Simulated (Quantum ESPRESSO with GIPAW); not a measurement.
# Assigning the 17O lines of RbPO3

The values are calculated: DFT, PBEsol, plane-wave PAW (pslibrary 1.0.0 recipes), scalar-relativistic, GIPAW shieldings (Quantum ESPRESSO with GIPAW, a patched development version). Shieldings are without the macroscopic shape term, which is common to all sites.

```cif
data_structure
_symmetry_space_group_name_H-M 'P 1'
_symmetry_Int_Tables_number 1
_cell_length_a 4.5178
_cell_length_b 6.0976
_cell_length_c 12.7585
_cell_angle_alpha 90.000
_cell_angle_beta 90.000
_cell_angle_gamma 90.000
_cell_volume 351.47
loop_
_atom_site_label
_atom_site_type_symbol
_atom_site_fract_x
_atom_site_fract_y
_atom_site_fract_z
_atom_site_occupancy
Rb1 Rb 0.27166 0.25000 0.09374 1
Rb2 Rb 0.77166 0.25000 0.40626 1
Rb3 Rb 0.72834 0.75000 0.90626 1
Rb4 Rb 0.22834 0.75000 0.59374 1
P5 P 0.82251 0.75000 0.17425 1
P6 P 0.32251 0.75000 0.32575 1
P7 P 0.17749 0.25000 0.82575 1
P8 P 0.67749 0.25000 0.67425 1
O9 O 0.73545 0.46232 0.61855 1
O10 O 0.23545 0.03768 0.88145 1
O11 O 0.26455 0.96232 0.38145 1
O12 O 0.76455 0.53768 0.11855 1
O13 O 0.23545 0.46232 0.88145 1
O14 O 0.73545 0.03768 0.61855 1
O15 O 0.76455 0.96232 0.11855 1
O16 O 0.26455 0.53768 0.38145 1
O17 O 0.16854 0.75000 0.21066 1
O18 O 0.66854 0.75000 0.28934 1
O19 O 0.83146 0.25000 0.78934 1
O20 O 0.33146 0.25000 0.71066 1
```

The cell is a computed entry of the Materials Project; it need not be the form that is stable at ambient conditions. The coordinates shown are those after relaxation (atoms relaxed).

The O sites:

```
site  atom no.  atoms in cell  site symmetry                        surroundings     bonds (Å)
O(1)         9              8              1     non-bridging on P; 4 neighbours  1.50 to 3.01
O(2)        17              4              m  bridging P-O-P, 132°; 4 neighbours  1.62 to 3.43
```

The lines to be assigned:

```
line  σ_iso (ppm)  relative area  span (ppm)  skew
   A        122.5              2        79.0  0.58
   B        110.2              1       117.3  0.70
```

**Question.** Which site gives which line?

By the calculation: A is O(1) (non-bridging on P; 4 neighbours); B is O(2) (bridging P-O-P, 132°; 4 neighbours). The areas settle A and B, whose multiplicities are unique. The kinds of oxygen differ: non-bridging on P (O(1)) has σ near 122 ppm; bridging P-O-P (O(2)) has σ near 110 ppm.

[Banner, clock, file and message-heading lines were taken out of the pw.x and gipaw.x logs.]

[Logs are printed without paths, hosts, clocks, repeated set-up lines and the standing remarks that a program may print on its own settings, such as how far it seeks lower states.]

[Hosts, paths, dates, database ids (printed as entryN), source tags and the programs' standing remarks are cut or masked in the printed files.]
